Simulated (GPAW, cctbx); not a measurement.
# By hand: from a DFT structure factor to an extinction distance in (NaCl)2(CaS)2

(NaCl)2(CaS)2, P4/nmm (no. 129, origin choice 1), a = 4.0347 Å, b = 4.0347 Å, c = 11.4238 Å, α = 90.00°, β = 90.00°, γ = 90.00°.

```
atom  mult.    x    y       z
 Ca1      2  1/2    0  0.3780
 Cl1      2    0  1/2  0.8771
  S1      2    0  1/2  0.3738
 Na1      2  1/2    0  0.8735
```

The cell is a (NaCl)2(CaS)2 superlattice along [001] of the rock-salt type, started at the mean lattice constant and relaxed freely, with no substrate.

A DFT run (GPAW, PBE, 450 eV, 6×6×3 k-points (along the axes of the calculation cell), Fermi–Dirac width 0.05 eV) gives the static X-ray structure factor of 001 as 11.141 e for the conventional cell; superposed free atoms give 10.974 e. **Problem.** Find the Fourier component V of the crystal potential and the two-beam extinction distance at 80 kV in both cases.

**1. Geometry**

The cell volume is Ω = 185.97 Å³ and d(001) = 11.4238 Å, so g = 1/d = 0.0875 Å⁻¹.

**2. The nuclei**

Electrons feel nuclei as well as electrons, so the nuclear charges are summed with the same phases.

Phase sums Σ exp(2πi h·x), turned so that the total is real and positive: Ca +1.440, Cl -1.433, S +1.404, Na -1.401. Then F_Z = 20 × (+1.440) + 17 × (-1.433) + 16 × (+1.404) + 11 × (-1.401) = 11.50 e. The electron term has the same sign for this reflection.

**3. Mott–Bethe**

Poisson's equation, term by term, gives V = (e/4πε₀)(F_Z − F)/(πΩg²), with e/4πε₀ = 14.3996 V Å.

The prefactor is 14.3996 × 11.4238²/(π × 185.97) = 3.21654 V per electron. Free atoms: (11.50 − 10.974) × 3.21654 = 1.686 V. Crystal: (11.50 − 11.141) × 3.21654 = 1.149 V. F changes by +1.52 % and V by -31.9 %: the same 0.17 e is measured against F_Z − F = 0.5 e in place of F = 11.0 e.

**4. Extinction distance**

In the two-beam case ξ = 1/(λU) with U = 2γm₀eV/h², that is ξ = 150.41 V Å²/(γλV).

At 80 kV, λ = 0.04176 Å and γ = 1.1566. Free atoms: ξ = 1847 Å. Crystal: ξ = 2711 Å. The thickness fringes go as sin²(πt/ξ), so the two patterns slip by a quarter of a period when t|1/ξ₁ − 1/ξ₀| = 1/4, at t ≈ 145 nm. Thermal motion, absorption and many-beam coupling, left out here, change a real pattern.

**5. Answer**

V(001) is 1.15 V against 1.69 V, and ξ is 2711 against 1847 Å. Limits: static atoms, two beams.

[Outputs are excerpts: Python notices, other lines and further rows are left out; steps that failed or that the build refused (PBEsol, TPSS) are not shown.]

[Logs are printed without paths, hosts, clocks, repeated set-up lines and the standing remarks that a program may print on its own settings, such as how far it seeks lower states.]
